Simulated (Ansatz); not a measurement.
**Relaxing twisted Zr2CO2 MXene bilayer, 38.21° (70 atoms)**

Wanted: the relaxed structure of twisted Zr2CO2 MXene bilayer, 38.21° (70 atoms) and its electronic structure.

Program: Ansatz 0.2.0. Level of theory: Kohn-Sham DFT, revPBE+D3(BJ), PAW (set soft_2), plane waves. Results are calculated unless marked as measured.

## 1. The structure

The cell holds 70 atoms: 14 C, 28 Zr and 28 O. Cell: a = 8.757 Å, b = 8.757 Å, c = 28.150 Å, α = 90.0°, β = 90.0°, γ = 120.0°. It derives from Zr2CO2 (Zr2CO2 MXene). Zr2CO2 MXene (a = 3.31 Å) under Zr2CO2 MXene (a = 3.31 Å), bilayer, commensurate cell of 7 unit cells a layer, twist 38.21 deg; facing planes 2.95 Å apart; 16 Å of vacuum; layers as built, displaced by a Gaussian of 0.01 Å. Regions: layer 1, 35 atoms (7 C, 14 Zr and 14 O); layer 2, 35 atoms (7 C, 14 Zr and 14 O). Vacuum lies along c.

What the set-up can't give: Only the Γ point is sampled, in a cell whose shortest periodic width is 8 Å.

## 2. Single point at the start

The forces at the start show how far the geometry lies from a minimum of this functional.

input.yaml

```yaml
crystal:
  lattice:
    - [8.7574, 0.0, 0.0]
    - [-4.3787, 7.58413, 0.0]
    - [0.0, 0.0, 28.15]
  atoms:
    - { symbol: C, position: [0.00039, 0.99907, 0.36588] }
    - { symbol: Zr, position: [0.19131, 0.23727, 0.41452] }
    - { symbol: Zr, position: [0.23774, 0.04868, 0.31693] }
    - { symbol: O, position: [0.23877, 0.04787, 0.44799] }
    - { symbol: O, position: [0.18939, 0.23813, 0.28383] }
    - { symbol: C, position: [0.14369, 0.43058, 0.36598] }
    - { symbol: Zr, position: [0.33008, 0.6662, 0.41404] }
    - { symbol: Zr, position: [0.38221, 0.47558, 0.31765] }
    - { symbol: O, position: [0.3798, 0.47349, 0.44664] }
    - { symbol: O, position: [0.33214, 0.66777, 0.28343] }
    - { symbol: C, position: [0.28627, 0.85769, 0.36608] }
    - { symbol: Zr, position: [0.47485, 0.09565, 0.41449] }
    - { symbol: Zr, position: [0.52379, 0.90418, 0.31697] }
    - { symbol: O, position: [0.5247, 0.90447, 0.44758] }
    - { symbol: O, position: [0.4773, 0.09583, 0.28438] }
    - { symbol: C, position: [0.4263, 0.28476, 0.36574] }
    - { symbol: Zr, position: [0.61869, 0.5242, 0.41436] }
    - { symbol: Zr, position: [0.66711, 0.33156, 0.31795] }
    - { symbol: O, position: [0.66551, 0.3347, 0.4481] }
    - { symbol: O, position: [0.61992, 0.52768, 0.28403] }
    - { symbol: C, position: [0.57208, 0.71448, 0.36616] }
    - { symbol: Zr, position: [0.7618, 0.95158, 0.41463] }
    - { symbol: Zr, position: [0.81136, 0.7618, 0.31676] }
    - { symbol: O, position: [0.81059, 0.76231, 0.44738] }
    - { symbol: O, position: [0.76245, 0.95336, 0.28365] }
    - { symbol: C, position: [0.7138, 0.14224, 0.36566] }
    - { symbol: Zr, position: [0.90435, 0.3791, 0.41447] }
    - { symbol: Zr, position: [0.95295, 0.19166, 0.31752] }
    - { symbol: O, position: [0.95337, 0.19224, 0.44835] }
    - { symbol: O, position: [0.90651, 0.38266, 0.2843] }
    - { symbol: C, position: [0.85615, 0.57154, 0.36562] }
    - { symbol: Zr, position: [0.04661, 0.80961, 0.4147] }
    - { symbol: Zr, position: [0.09541, 0.62046, 0.31732] }
    - { symbol: O, position: [0.09502, 0.61997, 0.44702] }
    - { symbol: O, position: [0.04952, 0.80978, 0.28398] }
    - { symbol: C, position: [0.08378, 0.6439, 0.63444] }
    - { symbol: Zr, position: [0.84528, 0.45245, 0.68233] }
    - { symbol: Zr, position: [0.89241, 0.69184, 0.58551] }
    - { symbol: O, position: [0.89161, 0.69062, 0.71591] }
    - { symbol: O, position: [0.8451, 0.4518, 0.5525] }
    - { symbol: C, position: [0.94054, 0.92882, 0.63389] }
    - { symbol: Zr, position: [0.70275, 0.73874, 0.68288] }
    - { symbol: Zr, position: [0.75028, 0.97713, 0.58557] }
    - { symbol: O, position: [0.75167, 0.97873, 0.71599] }
    - { symbol: O, position: [0.69986, 0.7382, 0.55197] }
    - { symbol: C, position: [0.65431, 0.50288, 0.63398] }
    - { symbol: Zr, position: [0.41687, 0.30974, 0.68275] }
    - { symbol: Zr, position: [0.46546, 0.54824, 0.58532] }
    - { symbol: O, position: [0.46489, 0.54933, 0.71604] }
    - { symbol: O, position: [0.41556, 0.30796, 0.55265] }
    - { symbol: C, position: [0.79795, 0.21677, 0.63438] }
    - { symbol: Zr, position: [0.55947, 0.02492, 0.68274] }
    - { symbol: Zr, position: [0.60677, 0.26276, 0.5852] }
    - { symbol: O, position: [0.60508, 0.26299, 0.71508] }
    - { symbol: O, position: [0.55766, 0.02518, 0.55204] }
    - { symbol: C, position: [0.51421, 0.79001, 0.63403] }
    - { symbol: Zr, position: [0.27303, 0.59601, 0.68306] }
    - { symbol: Zr, position: [0.32144, 0.83541, 0.58577] }
    - { symbol: O, position: [0.32084, 0.83422, 0.71592] }
    - { symbol: O, position: [0.27556, 0.59646, 0.55195] }
    - { symbol: C, position: [0.22487, 0.35792, 0.63436] }
    - { symbol: Zr, position: [0.98642, 0.16651, 0.68253] }
    - { symbol: Zr, position: [0.03395, 0.40385, 0.58523] }
    - { symbol: O, position: [0.03358, 0.40416, 0.71591] }
    - { symbol: O, position: [0.98879, 0.16838, 0.55266] }
    - { symbol: C, position: [0.36833, 0.07236, 0.63423] }
    - { symbol: Zr, position: [0.12882, 0.87871, 0.68232] }
    - { symbol: Zr, position: [0.1819, 0.11992, 0.58543] }
    - { symbol: O, position: [0.17762, 0.12165, 0.71565] }
    - { symbol: O, position: [0.12993, 0.88076, 0.5522] }
kpoints:
  mp_grid: { grid: [1, 1, 1] }
hamiltonian:
  xc: revpbe
  dispersion: d3bj
scf:
  occupations: { method: gaussian, width: 0.05 }
output:
  forces: true
  populations: true
  dos:
    method: { smearing: { sigma: 0.1 } }
    de: 0.1
    projected:
      site_lists:
        C: [C]
        O: [O]
        Zr: [Zr]
        layer_1: [0, 1, 2, 3, 4, 5, 6, 7, 8, 9, 10, 11, 12, 13, 14, 15, 16, 17, 18, 19, 20, 21, 22, 23, 24, 25, 26, 27, 28, 29, 30, 31, 32, 33, 34]
        layer_2: [35, 36, 37, 38, 39, 40, 41, 42, 43, 44, 45, 46, 47, 48, 49, 50, 51, 52, 53, 54, 55, 56, 57, 58, 59, 60, 61, 62, 63, 64, 65, 66, 67, 68, 69]
  eigenvalues: true
```

The run is started by

```sh
ansatz run input.yaml --threads 4 --pin off --max-ram 8192MiB --backend cpu --events-out ev --progress --plain --runs-dir out
```

Numbers of over 12 decimals in the logs are rounded to 6 here.

What it wrote:

```text
Engine: ansatz 0.2.0, x86_64-unknown-linux-gnu
Pseudopotentials: kind: paw
Pseudopotential: C, paw, valence charge 4, recommended cutoff 420 eV (normal), C.paw.azcp
Pseudopotential: Zr, paw, valence charge 12, recommended cutoff 420 eV (normal), Zr.paw.azcp
Pseudopotential: O, paw, valence charge 6, recommended cutoff 420 eV (normal), O.paw.azcp
[... 5 lines on functional and potentials left out ...]
Crystal: 70 atoms, lattice volume = 1869.646 Å³
Basis set: ecut = 420 eV, 36605 PW (Γ), exchange–correlation on 120×120×384 points (8 copies of the dense FFT grid, shifted against one another)
Bands: 350, of which v1, the nominal top of the filled ones, is band 280 counted from 1 (279 counted from 0)
Symmetry: 1 space group operations
Space group: P1 (ITA 1), of the structure as read, at distance tolerance 1.2e-4 Å
k-points: 1
[... 10 lines on functional and potentials left out ...]
Initial density: superposition of atomic densities (neutral atoms: chi_scale 0, normalization atom), corrected by the library's trained network
Initial wavefunctions: pseudopotential atomic-orbital guess
Functional: x = revpbe(κ = 1.245, μ = 0.219515), c = pbe(β = 0.066725)
SCF iter   1: F=—  HF=-136850.502786 eV  |F-HF|=—  |Δ(HF+E_count)|=         —  Δρ=4.41e-3  dr2=4.99e-1  ethr=1.77e-3  ⟨swp⟩=8.0  Hψ=1489  notcnv=0  defer=24
preconditioner: auto → Resta (q_TF=auto, 2.232 Å⁻¹)  ε∞=3.7  [insulator: Δε(μ)=1.709 eV  Ē_g=9.506 eV  σ=0.050 eV  W_gap=1.00  n_scr=336 (ndim 8)  ℏωp=15.7 eV  f_vac=0.492  D(μ)=0.00/eV (n_scr^D=0)  ε∞_Penn≈3.7  vacuum switching on, ρ_ref=6.6e-3 e/Å³]
SCF iter   2: F=—  HF=-136850.427908 eV  |F-HF|=—  |Δ(HF+E_count)|=   7.49e-2  Δρ=2.05e-3  dr2=6.65e-2  ethr=8.91e-5  ⟨swp⟩=2.0  Hψ=561  notcnv=0  defer=52
SCF iter   3: F=—  HF=-136850.428447 eV  |F-HF|=—  |Δ(HF+E_count)|=   5.38e-4  Δρ=1.05e-3  dr2=2.43e-2  ethr=1.19e-5  ⟨swp⟩=2.0  Hψ=438  notcnv=0  defer=52
SCF iter   4: F=—  HF=-136850.435378 eV  |F-HF|=—  |Δ(HF+E_count)|=   6.93e-3  Δρ=6.80e-4  dr2=2.07e-2  ethr=4.35e-6  ⟨swp⟩=3.0  Hψ=446  notcnv=0  defer=52
SCF iter   5: F=—  HF=-136850.433386 eV  |F-HF|=—  |Δ(HF+E_count)|=   1.99e-3  Δρ=1.53e-4  dr2=3.76e-4  ethr=3.70e-6  ⟨swp⟩=2.0  Hψ=410  notcnv=0  defer=52
SCF iter   6: F=—  HF=-136850.433587 eV  |F-HF|=—  |Δ(HF+E_count)|=   2.02e-4  Δρ=8.89e-5  dr2=1.85e-4  ethr=6.72e-8  ⟨swp⟩=3.0  Hψ=566  notcnv=0  defer=52
SCF iter   7: F=—  HF=-136850.433593 eV  |F-HF|=—  |Δ(HF+E_count)|=   5.73e-6  Δρ=3.65e-5  dr2=3.46e-5  ethr=3.30e-8  ⟨swp⟩=2.0  Hψ=460  notcnv=0  defer=52
SCF iter   8: F=—  HF=-136850.436776 eV  |F-HF|=—  |Δ(HF+E_count)|=   3.18e-3  Δρ=9.64e-6  dr2=1.92e-6  ethr=6.17e-9  ⟨swp⟩=2.0  Hψ=518  notcnv=0  defer=52
SCF iter   9: F=—  HF=-136850.436778 eV  |F-HF|=—  |Δ(HF+E_count)|=   1.92e-6  Δρ=5.94e-6  dr2=1.21e-6  ethr=3.44e-10  ⟨swp⟩=3.0  Hψ=472  notcnv=0  defer=52
SCF iter  10: F=-136850.436778 eV  HF=-136850.436778 eV  |F-HF|=4.81e-8  |Δ(HF+E_count)|=   7.37e-8  Δρ=1.97e-6  dr2=9.69e-8  ethr=1.79e-11  ⟨swp⟩=14.0  Hψ=2065  notcnv=0
SCF 1 converged in 10 iterations: F = -136850.436778 eV  dr2 = 9.69e-8
  greatest PAW one-centre occupation: 0.995 electrons in one spin orbital (limit 2), on the Zr atom at site 67 (counted from 0), in its partial waves of l = 0
SCF converged after 10 iterations
Free energy (F): -136850.436778 eV
Harris-Foulkes:  -136850.436778 eV  (|F-HF|=4.81e-8)
Internal energy: -136850.436778 eV  (E = F + TS)
E sigma→0 (E₀):  -136850.436778 eV
Fermi energy:    3.917597 eV
--- Per-component energies (eV) ---
  E_band       = -7559.256916
  E_kinetic    = 15524.133024
  E_local      = -517137.774885  (includes V_loc(G=0)·N_el)
  E_nonlocal   = 3814.093268
  E_hartree    = 251191.437500
  E_xc         = -7332.821678
  E_vxc        = -8886.887338  (∫ρ·V_xc dr)
  E_paw        = -88653.705181  (= ΣΔE_a)
  E_vpaw       = -3255.829841  (= ΣTr[D̂ρ^β])
  E_aug_tail   = 0.068624  (compensation charges beyond the density's cutoff)
  E_ewald      = 205777.456070
  E_disp       = -31.162240  (pairwise vdW)
  E_core_change = -2.161281  (= ΣΔE_core)
  E_smearing   = -0.000000  (= −TS)
  E_closure    = 0.000000  (closes the sum)
  Σ components = -136850.436778   (vs F -136850.436778, Δ=0.00e0)
--- Forces (eV/Å), atoms counted from 1 ---
  atom   1  C     -0.05905620     0.17225482    -0.00647244
  atom   2  Zr    -0.25724226     0.05082375     0.61202491
  atom   3  Zr     0.08441305    -0.05960382    -0.34819503
  atom   4  O     -0.04227931     0.05879607     0.03228240
  atom   5  O      0.07775632     0.03477633     0.01536119
  atom   6  C     -0.04120794    -0.21174739     0.00812887
  atom   7  Zr     0.37463690     0.12916657     0.67486265
  atom   8  Zr    -0.18769623     0.27943335    -0.68462724
  atom   9  O     -0.02028613     0.17031370     0.34582913
  atom  10  O      0.16418677    -0.05339453     0.17765846
  atom  11  C     -0.06465271     0.02155534    -0.03514247
  atom  12  Zr     0.25130380    -0.22205735     0.74474259
  atom  13  Zr     0.05774322    -0.12372895    -0.49232002
  atom  14  O     -0.08290712     0.05541719    -0.03217507
[...]
atom  69  O      0.13165954    -0.18058434     0.03282435
  atom  70  O      0.02432170    -0.00188609    -0.08361405
  max |Σ_I F_I| component: 1.95e-4 eV/Å
--- Band table (eV) ---
  k-point 0: bands = ["-45.6118", "-45.6095", "-45.5670", "-45.5641", [... 334 levels ...], "7.5365", "7.5413", "7.5462", "7.5603", "7.5726", "7.5729", "7.5941", "7.6064", "7.6128", "7.6230", "7.6253", "7.6353"]
--- Löwdin populations: 70 sites ---
  site symbol       q [e]
     0      C      4.9079
     1     Zr     10.8338
     2     Zr     10.8216
[...]
69      O      6.6397
  spilling = 0.004034 (of n_electrons = 560.000000)
```

Run time: 12 s. Hardware: 4 threads of Intel Xeon 6975P-C (Granite Rapids), shared host; peak memory 2.2 GiB.

Read from the output:

```yaml
free_energy: -136850.4368 eV
free_energy_per_atom: -1955.0062 eV/atom
scf_cycles: 10
r_m_s_force_component: 0.243 eV/Å
longest_force: 0.8551 eV/Å
fermi_energy: 3.918 eV
spacing_of_highest_filled_and_lowest_empty_level: 1.648 eV
spilling_of_the_projection: 0.004034
```

The r.m.s. force component of 0.24 eV/Å sets the starting point.

Length of the force by element:

```csv
element,coordination,atoms,mean length of the force (eV/Å),spread,least,most
C,all,14,0.180,0.0495,0.0767,0.233
O,all,28,0.189,0.0914,0.0319,0.386
Zr,all,28,0.604,0.129,0.363,0.855
```

## 3. Relaxation

With the cell held, the atoms are moved downhill towards a nearby minimum.

input.yaml, the sections that differ from step 2:

```yaml
output:
  forces: true
relax:
  f_tol: 0.03
  max_steps: 200
# crystal, kpoints, hamiltonian, scf: as in step 2
```

What it wrote:

```text
[...]
Crystal: 70 atoms, lattice volume = 1869.646 Å³
Basis set: ecut = 420 eV, 36605 PW (Γ), exchange–correlation on 120×120×384 points (8 copies of the dense FFT grid, shifted against one another)
Bands: 350, of which v1, the nominal top of the filled ones, is band 280 counted from 1 (279 counted from 0)
Symmetry: 1 space group operations
[...]
k-points: 1
[...]
SCF iter   1: F=—  HF=-136850.502775 eV  |F-HF|=—  |Δ(HF+E_count)|=         —  Δρ=4.41e-3  dr2=4.99e-1  ethr=1.77e-3  ⟨swp⟩=8.0  Hψ=1489  notcnv=0  defer=24
[...]
SCF iter   8: F=-136850.436777 eV  HF=-136850.436776 eV  |F-HF|=9.81e-7  |Δ(HF+E_count)|=   2.41e-7  Δρ=9.46e-6  dr2=1.88e-6  ethr=4.02e-9  ⟨swp⟩=4.0  Hψ=1025  notcnv=0
SCF 1 converged in 8 iterations: F = -136850.436777 eV  dr2 = 1.88e-6
[...]
relax step   1: F+E_penalty+E_count = -136850.43677697 eV  Δ(F+E_penalty+E_count) = +0.000e0 eV  max|allowed force component| = 7.542e-1 eV/Å  Δτ_max = 0.0000 Å  (8 SCF iters, dr2 threshold 2.25e-5 eV, accepted)
[...]
relax step   2: F+E_penalty+E_count = -136849.67867860 eV  Δ(F+E_penalty+E_count) = +7.581e-1 eV  max|allowed force component| = 1.282e0 eV/Å  Δτ_max = 0.1922 Å  (9 SCF iters, dr2 threshold 3.56e-5 eV, rejected (line search))
[...]
relax step   3: F+E_penalty+E_count = -136850.81897177 eV  Δ(F+E_penalty+E_count) = -3.822e-1 eV  max|allowed force component| = 1.638e-1 eV/Å  Δτ_max = 0.0943 Å  (11 SCF iters, accepted)
relax step   4: F+E_penalty+E_count = -136850.91444503 eV  Δ(F+E_penalty+E_count) = -9.547e-2 eV  max|allowed force component| = 5.288e-2 eV/Å  Δτ_max = 0.0780 Å  (9 SCF iters, dr2 threshold 1.68e-6 eV, accepted)
[...]
relax step   5: F+E_penalty+E_count = -136850.93688073 eV  Δ(F+E_penalty+E_count) = -2.244e-2 eV  max|allowed force component| = 1.967e-2 eV/Å  Δτ_max = 0.0443 Å  (10 SCF iters, accepted)
SCF converged after 10 iterations
Free energy (F): -136850.936881 eV
[...]
Internal energy: -136850.936881 eV  (E = F + TS)
E sigma→0 (E₀):  -136850.936881 eV
Fermi energy:    4.012125 eV
[...]
--- Forces (eV/Å), atoms counted from 1 ---
  atom   1  C      0.00050045     0.00230003     0.00945174
  atom   2  Zr     0.00100786     0.00155915    -0.01321069
  atom   3  Zr     0.00031707     0.00180743    -0.00245018
  atom   4  O      0.00048282    -0.00109352     0.01526574
  atom   5  O      0.00090903    -0.00092955     0.00941729
  atom   6  C     -0.00008261     0.00118033     0.00692053
  atom   7  Zr    -0.00144564    -0.00013053    -0.01458705
  atom   8  Zr     0.00161572    -0.00005925    -0.00385592
  atom   9  O      0.00013291    -0.00340522     0.01001212
  atom  10  O     -0.00106257    -0.00077063     0.01043323
  atom  11  C     -0.00128763    -0.00004165     0.00788642
  atom  12  Zr    -0.00376473    -0.00096315    -0.01402547
  atom  13  Zr     0.00120275     0.00046676    -0.00260763
  atom  14  O      0.00589399     0.00396486     0.01333673
[...]
atom  69  O      0.00209417     0.00130755    -0.00982539
  atom  70  O      0.00137570     0.00232819    -0.01560548
  max |Σ_I F_I| component: 2.78e-4 eV/Å
--- Relaxed structure (5 steps of the walk, 4 accepted, 0 SCFs on fresh bases) ---
  F+E_penalty+E_count = -136850.93688073 eV   max|allowed force component| = 1.967e-2 eV/Å
  atoms:
    - { symbol: C, position: [0.000558113, 1.000451, 0.370897] }
    - { symbol: Zr, position: [0.190722, 0.238679, 0.420280] }
    - { symbol: Zr, position: [0.238250, 0.047690, 0.321646] }
    - { symbol: O, position: [0.239421, 0.050147, 0.453491] }
[...]
- { symbol: O, position: [0.129022, 0.879662, 0.546303] }
```

Run time: 37 s. Hardware: 4 threads; peak memory 2.2 GiB; 2.3 min of CPU time.

Step by step:

```csv
step,energy less that of the first step (eV),largest force component (eV/Å)
1,0.0000,0.7542
2,0.7581,1.2820
3,-0.3822,0.1638
4,-0.4777,0.0529
5,-0.5001,0.0197
```

Relaxation step 2 was tried and not accepted.

The atoms that moved most (Å):

```csv
atom,dx,dy,dz,length
O9,0.005,0.023,0.200,0.202
Zr7,0.027,0.000,0.194,0.196
O34,0.001,-0.006,0.186,0.186
Zr58,0.001,-0.008,-0.180,0.181
O50,-0.003,0.013,-0.180,0.180
Zr48,-0.019,0.000,-0.177,0.178
O40,0.004,0.019,-0.173,0.174
Zr53,0.001,0.006,-0.174,0.174
```

The relaxation changed the energy by -7.14 meV/atom, and atoms moved by 0.15 Å r.m.s., 0.20 Å at most.

## 4. Distances and neighbours after relaxation

Bonds before and after, by the cutoffs listed below:

```csv
pair,bonds before,bonds after,mean before (Å),mean after (Å),spread before (Å),spread after (Å)
O-Zr,84,84,2.127,2.126,0.015,0.006
Zr-C,84,84,2.350,2.364,0.013,0.004
```

Normalised to the volume that the atoms fill. Pair distribution functions g(r), in bins of 0.2 Å:

```csv
r (Å),total,O-O,O-Zr,O-C,Zr-Zr,Zr-C,C-C
2.10,2.79,0.00,8.75,0.00,0.00,0.00,0.00
2.30,2.23,0.00,0.00,0.00,0.00,13.95,0.00
2.50,0.00,0.00,0.00,0.00,0.00,0.00,0.00
2.70,0.04,0.25,0.00,0.00,0.00,0.00,0.00
2.90,0.32,0.33,0.00,1.70,0.00,0.00,0.00
3.10,1.16,0.29,0.00,6.95,0.00,0.00,0.00
3.30,3.46,7.50,0.00,0.00,10.60,0.00,14.25
3.50,0.07,0.15,0.15,0.00,0.00,0.00,0.00
3.70,0.38,0.21,1.08,0.00,0.00,0.00,0.00
3.90,0.96,0.31,2.83,0.00,0.00,0.00,0.00
4.10,0.84,0.17,0.17,0.00,0.00,4.75,0.00
4.30,0.07,0.15,0.13,0.00,0.00,0.00,0.00
4.50,0.79,0.23,0.32,3.94,0.09,0.00,0.00
4.70,0.39,0.13,0.17,0.00,1.98,0.00,0.00
4.90,1.16,0.39,3.33,0.08,0.16,0.00,0.00
5.10,1.36,1.56,3.14,0.43,0.22,0.00,0.00
5.30,1.07,0.20,0.23,0.20,0.07,5.75,0.00
5.50,0.99,0.15,0.15,5.50,0.19,0.00,0.00
5.70,1.46,2.55,0.10,0.20,5.00,0.00,4.81
5.90,0.18,0.32,0.13,0.30,0.08,0.19,0.00
6.10,0.37,1.06,0.20,0.41,0.17,0.28,0.00
6.30,0.16,0.12,0.14,0.19,0.14,0.28,0.00
6.50,0.26,0.24,0.30,0.27,0.18,0.31,0.00
6.70,0.89,1.85,0.21,0.29,1.84,0.25,3.59
6.90,1.54,1.77,3.60,0.24,0.14,0.24,0.00
7.10,0.72,0.15,0.25,0.17,0.17,3.49,0.00
7.30,0.72,0.23,0.26,3.28,0.25,0.14,0.28
7.50,0.93,0.38,1.44,0.33,1.78,0.27,0.54
```

Bonds by pair of elements; cutoffs follow the first minimum of g(r), held within bounds set by covalent radii, and pairs that aren't listed don't count as bonded:

```csv
pair A-B,cutoff (Å),bonds,mean length (Å),spread (Å),shortest (Å),B about A,A about B
O-Zr,2.82,84,2.13,0.006,2.11,3,3
Zr-C,2.81,84,2.36,0.004,2.35,3,6
```

How many atoms have how many bonded neighbours:

```csv
element,mean,3,6
C,6,0,14
O,3,28,0
Zr,6,0,28
```

Bond angles (no mean is given where the spread exceeds 20°):

```csv
angle,count,mean (°),spread (°)
C-Zr-O,252,-,-
Zr-C-Zr,210,-,-
O-Zr-O,84,102,0.4
C-Zr-C,84,88.9,0.2
Zr-O-Zr,84,102,0.4
```

With the cutoffs above, all C atoms have 6, all O atoms have 3 and all Zr atoms have 6 bonded neighbours.

(Part 1 of 2 ends here.)

[Logs are printed without paths, hosts, clocks, repeated set-up lines and the standing remarks that a program may print on its own settings, such as how far it seeks lower states.]

[Hosts, paths, dates, database ids (printed as entryN), source tags and the programs' standing remarks are cut or masked in the printed files.]
